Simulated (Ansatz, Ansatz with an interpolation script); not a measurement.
# Ga2O3 (C2/m): what limits a Wannier interpolation of GW

Aim: vary the Wannier model and the GW settings for Ga2O3 (C2/m) and see what the interpolated bands lose.

Main program and level: Ansatz 0.2.0; maximally localised Wannier functions, LDA, plane waves, PAW; PAW set soft_1.

Report form: the programs' logs are mostly left out.

### Step 1. The structure

It takes space group C2/m (No. 12, monoclinic). Conventional cell: a = 12.214 Å, b = 3.037 Å, c = 5.798 Å, α = 90.00°, β = 103.83°, γ = 90.00°. Nearest to Ga lie 4 O at 1.83 to 1.86 Å. Ga has 6 O at 1.94 to 2.07 Å nearest. O has 3 Ga at 1.83 to 1.94 Å nearest. Nearest to O lie 4 Ga at 1.86 to 2.07 Å. Nearest to O lie 3 Ga at 1.83 to 1.94 Å. Farther neighbours and most contacts between anions are not listed.

The cell and positions come from the Crystallography Open Database and are kept as given unless a step says otherwise.

### Step 2. Wannier model on 8×8×4

The input, input.yaml:

```yaml
crystal:
  lattice:
    - [6.107, -1.51855, 0.0]
    - [6.107, 1.51855, 0.0]
    - [-1.3859889, 0.0, 5.63000874]
  atoms:
    - { symbol: Ga, position: [0.0905, 0.0905, 0.7946] }
    - { symbol: Ga, position: [0.9095, 0.9095, 0.2054] }
    - { symbol: Ga, position: [0.65866, 0.65866, 0.31402] }
    - { symbol: Ga, position: [0.34134, 0.34134, 0.68598] }
    - { symbol: O, position: [0.1645, 0.1645, 0.1098] }
    - { symbol: O, position: [0.8355, 0.8355, 0.8902] }
    - { symbol: O, position: [0.1733, 0.1733, 0.5632] }
    - { symbol: O, position: [0.8267, 0.8267, 0.4368] }
    - { symbol: O, position: [0.4959, 0.4959, 0.2566] }
    - { symbol: O, position: [0.5041, 0.5041, 0.7434] }
kpoints:
  mp_grid: { grid: [4, 4, 2] }
hamiltonian:
  xc: lda
  pseudopotentials: { kind: paw, azcp: { folder: soft_1 }, xc_functional: pbe }
scf:
  occupations: { method: fixed }
  n_extra_bands: 55
output:
  wannier:
    kmesh: [8, 8, 4]
    projections:
      - { species: Ga, l: s, shell: 4 }
      - { species: Ga, l: p, shell: 4 }
      - { species: O, l: p, shell: 2 }
    minimise: true
    write_hr: true
    seedname: w
    conv_tol: 1.0e-06
    max_iter: 20000
    stability_check: false
    disentanglement:
      window: [0.52, 23.56]
      frozen_window: [0.52, 13.13]
      conv_tol: 1.0e-08
```

Launch:

```bash
$ ansatz run input.yaml --threads 3 --pin off --max-ram 92160MiB --backend cuda --events-out ev --progress --plain --runs-dir out --devices 1 --max-vram 13GiB
```

It took 20 s on 1 × NVIDIA H100 80GB HBM3 (shared by 6 runs) with 3 threads of AMD EPYC 7R13 (Zen 3), shared host; peak memory 1.5 GiB.

The run ended with an error after its SCF cycle had converged; no result of it is taken.

### Step 3. Wannier model on 8×8×4

Localised functions give a small Hamiltonian that interpolates between mesh points at no cost.

input.yaml: that of step 2 with these lines changed.

```diff
@@ -38,4 +38,4 @@
     disentanglement:
-      window: [0.52, 23.56]
-      frozen_window: [0.52, 13.13]
+      window: [0.52, 24.54]
+      frozen_window: [0.52, 14.13]
       conv_tol: 1.0e-08
```

The job ended after 29 s (1 × NVIDIA H100 80GB HBM3 (shared by 6 runs) with 3 threads; peak memory 1.5 GiB).

This step gave:

```
gauge-invariant spread     : 38.93 Å²
diagonal spread            : 0.09636 Å²
off-diagonal spread        : 5.668 Å²
total spread               : 44.70 Å²
least projectability       : 0.3174
localisation steps         : 163
disentanglement steps      : 336
r.m.s. interpolation error : 6.13e-4 eV
r.m.s. error near the gap  : 7.24e-4 eV
```

Near the gap the model misses directly solved bands by 0.7 meV r.m.s. and by 13 meV at most in the window tested. This tests the starting bands, not the corrections carried with them.

Frozen up to 6.32 eV; above it the model need not follow the bands. Electronic bands along the path, in eV, zero at the valence-band top:

| point | band 41 | band 42 | band 43 | band 44 | band 45 | band 46 | band 47 | band 48 |
| --- | --- | --- | --- | --- | --- | --- | --- | --- |
| Γ | -0.68 | -0.49 | -0.30 | -0.03 | 2.32 | 5.55 | 6.56 | 6.68 |
| halfway | -1.10 | -0.73 | -0.64 | -0.05 | 4.79 | 6.18 | 6.92 | 7.77 |
| C | -0.88 | -0.78 | -0.50 | -0.13 | 5.59 | 6.32 | 6.86 | 6.98 |
| jump to C2 | -0.88 | -0.78 | -0.50 | -0.13 | 5.59 | 6.32 | 6.86 | 6.98 |
| halfway | -0.87 | -0.61 | -0.48 | -0.11 | 5.25 | 5.34 | 6.57 | 7.21 |
| Y2 | -0.69 | -0.69 | -0.44 | -0.17 | 4.46 | 4.72 | 5.61 | 6.47 |
| halfway | -0.71 | -0.68 | -0.60 | -0.09 | 3.18 | 5.36 | 6.09 | 6.60 |
| Γ | -0.68 | -0.49 | -0.30 | -0.03 | 2.32 | 5.55 | 6.56 | 6.68 |
| halfway | -0.71 | -0.63 | -0.55 | -0.09 | 3.54 | 5.52 | 6.36 | 6.65 |
| M2 | -0.67 | -0.63 | -0.62 | -0.02 | 5.08 | 5.20 | 6.13 | 6.44 |
| halfway | -0.91 | -0.85 | -0.67 | -0.14 | 6.18 | 6.26 | 7.03 | 7.30 |
| D | -1.17 | -0.92 | -0.89 | -0.65 | 6.83 | 6.93 | 7.53 | 7.92 |
| jump to D2 | -1.17 | -0.92 | -0.89 | -0.65 | 6.83 | 6.93 | 7.53 | 7.92 |
| halfway | -1.13 | -0.85 | -0.43 | -0.42 | 5.74 | 5.88 | 7.77 | 8.05 |
| A | -0.68 | -0.65 | -0.52 | -0.32 | 4.68 | 4.80 | 6.61 | 7.23 |
| halfway | -0.66 | -0.59 | -0.49 | -0.28 | 3.25 | 5.73 | 6.39 | 6.80 |
| Γ | -0.68 | -0.49 | -0.30 | -0.03 | 2.32 | 5.55 | 6.56 | 6.68 |
| jump to L2 | -1.15 | -1.08 | -0.77 | -0.67 | 6.82 | 6.84 | 7.72 | 7.87 |
| halfway | -1.06 | -0.86 | -0.44 | -0.31 | 5.04 | 6.35 | 7.23 | 7.84 |
| Γ | -0.68 | -0.49 | -0.30 | -0.03 | 2.32 | 5.55 | 6.56 | 6.68 |
| halfway | -1.08 | -0.77 | -0.54 | -0.05 | 4.64 | 6.14 | 6.83 | 7.86 |
| V2 | -0.79 | -0.75 | -0.48 | -0.13 | 5.46 | 6.40 | 7.15 | 7.37 |

The same for Kohn-Sham, solved directly:

| point | band 41 | band 42 | band 43 | band 44 | band 45 | band 46 | band 47 | band 48 |
| --- | --- | --- | --- | --- | --- | --- | --- | --- |
| Γ | -0.68 | -0.49 | -0.30 | -0.03 | 2.32 | 5.55 | 6.53 | 6.61 |
| C | -0.87 | -0.78 | -0.50 | -0.13 | 5.59 | 6.31 | 6.80 | 6.93 |
| C2 | -0.87 | -0.78 | -0.50 | -0.13 | 5.59 | 6.31 | 6.80 | 6.93 |
| Y2 | -0.69 | -0.69 | -0.44 | -0.17 | 4.46 | 4.72 | 5.61 | 6.44 |
| Γ | -0.68 | -0.49 | -0.30 | -0.03 | 2.32 | 5.55 | 6.53 | 6.61 |
| M2 | -0.67 | -0.63 | -0.62 | -0.02 | 5.08 | 5.20 | 6.13 | 6.40 |
| D | -1.17 | -0.92 | -0.89 | -0.65 | 6.76 | 6.83 | 7.50 | 7.90 |
| D2 | -1.17 | -0.92 | -0.89 | -0.65 | 6.76 | 6.83 | 7.50 | 7.90 |
| A | -0.68 | -0.65 | -0.52 | -0.32 | 4.68 | 4.80 | 6.59 | 7.04 |
| Γ | -0.68 | -0.49 | -0.30 | -0.03 | 2.32 | 5.55 | 6.53 | 6.61 |
| L2 | -1.15 | -1.08 | -0.77 | -0.67 | 6.74 | 6.77 | 7.67 | 7.86 |
| Γ | -0.68 | -0.49 | -0.30 | -0.03 | 2.32 | 5.55 | 6.53 | 6.61 |
| V2 | -0.79 | -0.75 | -0.48 | -0.13 | 5.46 | 6.37 | 7.08 | 7.30 |

### Step 4. Wannier model on 4×4×2

input.yaml: that of step 3 with these lines changed.

```diff
@@ -26,3 +26,3 @@
   wannier:
-    kmesh: [8, 8, 4]
+    kmesh: [4, 4, 2]
     projections:
```

Elapsed: 27 s, on 1 × NVIDIA H100 80GB HBM3 (shared by 6 runs) with 3 threads; peak memory 1 GiB.

Numbers from this step:

```
gauge-invariant spread     : 34.69 Å²
diagonal spread            : 0.07568 Å²
off-diagonal spread        : 3.823 Å²
total spread               : 38.59 Å²
least projectability       : 0.3166
localisation steps         : 1163
disentanglement steps      : 120
r.m.s. interpolation error : 0.01482 eV
r.m.s. error near the gap  : 0.01952 eV
```

Near the gap the model misses directly solved bands by 19.5 meV r.m.s. and by 232 meV at most in the window tested. This tests the starting bands, not the corrections carried with them.

Frozen up to 6.32 eV; above it the model need not follow the bands. Electronic bands along the path, in eV, zero at the valence-band top; v1 is the highest filled band, c1 the lowest empty one:

| point | v4 | v3 | v2 | v1 | c1 | c2 | c3 | c4 |
| --- | --- | --- | --- | --- | --- | --- | --- | --- |
| Γ | -0.68 | -0.49 | -0.30 | -0.03 | 2.32 | 5.55 | 6.54 | 6.72 |
| halfway | -1.09 | -0.73 | -0.64 | -0.05 | 4.83 | 6.19 | 6.92 | 7.78 |
| C | -0.88 | -0.78 | -0.50 | -0.13 | 5.60 | 6.38 | 6.91 | 7.08 |
| jump to C2 | -0.88 | -0.78 | -0.50 | -0.13 | 5.60 | 6.38 | 6.91 | 7.08 |
| halfway | -0.87 | -0.62 | -0.48 | -0.11 | 5.23 | 5.32 | 6.58 | 7.24 |
| Y2 | -0.69 | -0.69 | -0.44 | -0.17 | 4.46 | 4.72 | 5.61 | 6.49 |
| halfway | -0.71 | -0.68 | -0.60 | -0.09 | 3.18 | 5.36 | 6.09 | 6.62 |
| Γ | -0.68 | -0.49 | -0.30 | -0.03 | 2.32 | 5.55 | 6.54 | 6.72 |
| halfway | -0.70 | -0.64 | -0.54 | -0.08 | 3.55 | 5.53 | 6.42 | 6.66 |
| M2 | -0.67 | -0.63 | -0.62 | -0.02 | 5.08 | 5.20 | 6.13 | 6.51 |
| halfway | -0.91 | -0.85 | -0.67 | -0.14 | 6.17 | 6.26 | 7.03 | 7.31 |
| D | -1.17 | -0.91 | -0.89 | -0.65 | 6.93 | 7.01 | 7.55 | 7.95 |
| jump to D2 | -1.17 | -0.91 | -0.89 | -0.65 | 6.93 | 7.01 | 7.55 | 7.95 |
| halfway | -1.13 | -0.85 | -0.43 | -0.42 | 5.75 | 5.89 | 7.78 | 8.06 |
| A | -0.68 | -0.65 | -0.52 | -0.32 | 4.68 | 4.80 | 6.61 | 7.36 |
| halfway | -0.66 | -0.59 | -0.49 | -0.29 | 3.24 | 5.77 | 6.46 | 6.78 |
| Γ | -0.68 | -0.49 | -0.30 | -0.03 | 2.32 | 5.55 | 6.54 | 6.72 |
| jump to L2 | -1.15 | -1.08 | -0.77 | -0.67 | 6.93 | 6.94 | 7.74 | 7.88 |
| halfway | -1.05 | -0.84 | -0.46 | -0.29 | 5.03 | 6.38 | 7.24 | 7.83 |
| Γ | -0.68 | -0.49 | -0.30 | -0.03 | 2.32 | 5.55 | 6.54 | 6.72 |
| halfway | -1.08 | -0.77 | -0.54 | -0.05 | 4.64 | 6.14 | 6.83 | 7.88 |
| V2 | -0.79 | -0.75 | -0.48 | -0.13 | 5.46 | 6.43 | 7.24 | 7.37 |

The same for Kohn-Sham, solved directly:

| point | v4 | v3 | v2 | v1 | c1 | c2 | c3 | c4 |
| --- | --- | --- | --- | --- | --- | --- | --- | --- |
| Γ | -0.68 | -0.49 | -0.30 | -0.03 | 2.32 | 5.55 | 6.53 | 6.61 |
| C | -0.87 | -0.78 | -0.50 | -0.13 | 5.59 | 6.31 | 6.80 | 6.93 |
| C2 | -0.87 | -0.78 | -0.50 | -0.13 | 5.59 | 6.31 | 6.80 | 6.93 |
| Y2 | -0.69 | -0.69 | -0.44 | -0.17 | 4.46 | 4.72 | 5.61 | 6.44 |
| Γ | -0.68 | -0.49 | -0.30 | -0.03 | 2.32 | 5.55 | 6.53 | 6.61 |
| M2 | -0.67 | -0.63 | -0.62 | -0.02 | 5.08 | 5.20 | 6.13 | 6.40 |
| D | -1.17 | -0.92 | -0.89 | -0.65 | 6.76 | 6.83 | 7.50 | 7.90 |
| D2 | -1.17 | -0.92 | -0.89 | -0.65 | 6.76 | 6.83 | 7.50 | 7.90 |
| A | -0.68 | -0.65 | -0.52 | -0.32 | 4.68 | 4.80 | 6.59 | 7.04 |
| Γ | -0.68 | -0.49 | -0.30 | -0.03 | 2.32 | 5.55 | 6.53 | 6.61 |
| L2 | -1.15 | -1.08 | -0.77 | -0.67 | 6.74 | 6.77 | 7.67 | 7.86 |
| Γ | -0.68 | -0.49 | -0.30 | -0.03 | 2.32 | 5.55 | 6.53 | 6.61 |
| V2 | -0.79 | -0.75 | -0.48 | -0.13 | 5.46 | 6.37 | 7.08 | 7.30 |

### Step 5. A faulty Wannier input

input.yaml: that of step 4 with these lines changed.

```diff
@@ -37,5 +37,2 @@
     stability_check: false
-    disentanglement:
-      window: [0.52, 24.54]
-      frozen_window: [0.52, 14.13]
-      conv_tol: 1.0e-08
+    disentanglement: { window: [0.52, 24.54] }
```

Elapsed: 22 s, on 1 × NVIDIA H100 80GB HBM3 (shared by 6 runs) with 3 threads; peak memory 1 GiB; 29 s of CPU time.

This step gave:

```
gauge-invariant spread     : 34.05 Å²
diagonal spread            : 0.07788 Å²
off-diagonal spread        : 3.630 Å²
total spread               : 37.76 Å²
least projectability       : 0.3145
localisation steps         : 670
disentanglement steps      : 200
r.m.s. interpolation error : 0.08968 eV
r.m.s. error near the gap  : 0.07306 eV
```

No frozen window. Electronic bands along the path, in eV, zero at the valence-band top; v1 is the highest filled band, c1 the lowest empty one:

| point | v4 | v3 | v2 | v1 | c1 | c2 | c3 | c4 |
| --- | --- | --- | --- | --- | --- | --- | --- | --- |
| Γ | -0.68 | -0.46 | -0.30 | -0.03 | 2.34 | 5.64 | 6.61 | 6.84 |
| halfway | -1.08 | -0.72 | -0.54 | -0.05 | 4.86 | 6.20 | 6.95 | 7.77 |
| C | -0.87 | -0.75 | -0.47 | -0.07 | 5.63 | 6.42 | 6.91 | 7.25 |
| jump to C2 | -0.87 | -0.75 | -0.47 | -0.07 | 5.63 | 6.42 | 6.91 | 7.25 |
| halfway | -0.82 | -0.61 | -0.47 | -0.11 | 5.33 | 5.36 | 6.60 | 7.24 |
| Y2 | -0.69 | -0.69 | -0.43 | -0.17 | 4.47 | 4.73 | 5.70 | 6.53 |
| halfway | -0.71 | -0.68 | -0.57 | -0.09 | 3.20 | 5.41 | 6.23 | 6.68 |
| Γ | -0.68 | -0.46 | -0.30 | -0.03 | 2.34 | 5.64 | 6.61 | 6.84 |
| halfway | -0.70 | -0.64 | -0.52 | -0.08 | 3.58 | 5.60 | 6.64 | 6.69 |
| M2 | -0.63 | -0.59 | -0.55 | -0.01 | 5.21 | 5.22 | 6.21 | 6.59 |
| halfway | -0.79 | -0.79 | -0.66 | -0.09 | 6.18 | 6.27 | 7.05 | 7.31 |
| D | -0.89 | -0.78 | -0.72 | -0.57 | 7.03 | 7.09 | 7.58 | 7.97 |
| jump to D2 | -0.89 | -0.78 | -0.72 | -0.57 | 7.03 | 7.09 | 7.58 | 7.97 |
| halfway | -1.08 | -0.84 | -0.43 | -0.37 | 5.80 | 5.92 | 7.78 | 8.07 |
| A | -0.65 | -0.65 | -0.52 | -0.26 | 4.73 | 4.82 | 6.64 | 7.56 |
| halfway | -0.66 | -0.59 | -0.48 | -0.26 | 3.28 | 5.82 | 6.54 | 6.87 |
| Γ | -0.68 | -0.46 | -0.30 | -0.03 | 2.34 | 5.64 | 6.61 | 6.84 |
| jump to L2 | -0.86 | -0.81 | -0.72 | -0.57 | 7.00 | 7.04 | 7.79 | 7.89 |
| halfway | -0.99 | -0.75 | -0.44 | -0.28 | 5.06 | 6.40 | 7.26 | 7.83 |
| Γ | -0.68 | -0.46 | -0.30 | -0.03 | 2.34 | 5.64 | 6.61 | 6.84 |
| halfway | -1.07 | -0.73 | -0.48 | -0.05 | 4.68 | 6.17 | 6.85 | 7.87 |
| V2 | -0.75 | -0.71 | -0.48 | -0.06 | 5.47 | 6.48 | 7.35 | 7.39 |

The same for Kohn-Sham, solved directly:

(Unchanged from step 4.)

The fault put into this input: nothing frozen.

### Step 6. G0W0: 4×4×2 mesh, 479 empty bands, screening to 160 eV, PAW set soft_1 files

G0W0 replaces the xc potential by the self-energy, built once from these orbitals. Only a window of levels is corrected, while the sums run over the empty bands that the input names.

This step: G0W0 on LDA, plane waves, PAW; PAW set soft_1.

input.yaml, the sections that differ from step 5:

```yaml
scf:
  occupations: { method: fixed }
gw:
  n_empty_bands: 479
  ecut_chi: 160.0
  qp_bands: [v18, c3]
  screening: { model: contour_deformation }
# crystal, kpoints, hamiltonian: as in step 5
# output: removed
```

It took 52 s on 1 × NVIDIA H100 80GB HBM3 (shared by 6 runs) with 3 threads; peak memory 1.5 GiB.

The G0W0 gap on the mesh is 4.244 eV.

### Step 7. G0W0: 4×4×2 mesh, 223 empty bands, screening to 96 eV, PAW set soft_1 files

input.yaml: that of step 6 with these lines changed.

```diff
@@ -24,4 +24,4 @@
 gw:
-  n_empty_bands: 479
-  ecut_chi: 160.0
+  n_empty_bands: 223
+  ecut_chi: 96
   qp_bands: [v18, c3]
```

The job ended after 31 s (1 × NVIDIA H100 80GB HBM3 (shared by 6 runs) with 3 threads; peak memory 1.3 GiB).

The G0W0 gap on the mesh is 4.148 eV.

### Step 8. G0W0: 4×4×2 mesh, 479 empty bands, screening to 160 eV, plasmon pole, PAW set soft_1 files

input.yaml: that of step 7 with these lines changed.

```diff
@@ -24,5 +24,5 @@
 gw:
-  n_empty_bands: 223
-  ecut_chi: 96
+  n_empty_bands: 479
+  ecut_chi: 160.0
   qp_bands: [v18, c3]
-  screening: { model: contour_deformation }
+  screening: { model: godby_needs }
```

Elapsed: 2 min, on 1 × NVIDIA H100 80GB HBM3 (shared by 6 runs) with 3 threads; peak memory 2.6 GiB; 4.6 min of CPU time.

The G0W0 gap on the mesh is 4.262 eV.

### Step 9. Interpolated results

Times are wall times on 1 × NVIDIA H100 80GB HBM3 (shared by 6 runs) with 3 threads of AMD EPYC 7R13 (Zen 3), shared host, good to a factor of about two.

| GW mesh | empty bands | cutoff (eV) | frequency | gap on mesh (eV) | gap over zone (eV) | direct gap (eV) | valence width (eV) | GW time |
| --- | --- | --- | --- | --- | --- | --- | --- | --- |
| 4×4×2 | 479 | 160 | contour deformation | 4.244 | 4.225 | 4.275 | 7.266 | 52 s |
| 4×4×2 | 223 | 96 | contour deformation | 4.148 | 4.130 | 4.177 | 7.349 | 31 s |
| 4×4×2 | 479 | 160 | plasmon pole | 4.262 | 4.244 | 4.288 | 7.559 | 2 min |

### Step 10. Results

```json
{
  "4×4×2 mesh, 479 empty bands, screening to 160 eV, PAW set soft_1 files": "4.22 eV",
  "4×4×2 mesh, 223 empty bands, screening to 96 eV, PAW set soft_1 files": "4.13 eV",
  "4×4×2 mesh, 479 empty bands, screening to 160 eV, plasmon pole, PAW set soft_1 files": "4.24 eV"
}
```

In words: The largest change, −0.09 eV in the gap over the zone, comes with 4×4×2 mesh, 223 empty bands, screening to 96 eV, PAW set soft_1 files. The first run is a reference, not a converged one, and where a row moves several settings no single cause can be named. Nothing frozen (4×4×2): the miss near the gap goes from 20 (the model on 4×4×2) to 73 meV and the total spread from 38.6 to 37.8 Å². With 4×4×2 mesh, 223 empty bands, screening to 96 eV, PAW set soft_1 files the gap over the zone moves by −0.09 eV and that on the mesh by −0.10 eV. With 4×4×2 mesh, 479 empty bands, screening to 160 eV, plasmon pole, PAW set soft_1 files the gap over the zone moves by +0.02 eV and that on the mesh by +0.02 eV. Gaps over the zone and on the mesh differ where an edge lies off the mesh, or where a GW run starts from another density: the starting gap over the zone is 2.319 eV, on the GW meshes it is 2.334 eV. The 4×4×2 mesh is coarse for this cell (its supercell is 12 Å along the shortest edge). The RPA ε∞ on it, from the LDA start, is 4.09, 4.30 and 4.58; such meshes misread the long-range screening, most where the gap is narrow. The many-body steps are scalar-relativistic: spin-orbit coupling is not in them.

[Paths, hosts, dates, memory and timing lines, banners, echoed tables and standing remarks are left out of the program output.]

[Logs are printed without paths, hosts, clocks, repeated set-up lines and the standing remarks that a program may print on its own settings, such as how far it seeks lower states.]

[Runs of the session that timed out or met a known fault of the program may be left out.]

[Hosts, paths, dates, database ids (printed as entryN), source tags and the programs' standing remarks are cut or masked in the printed files.]
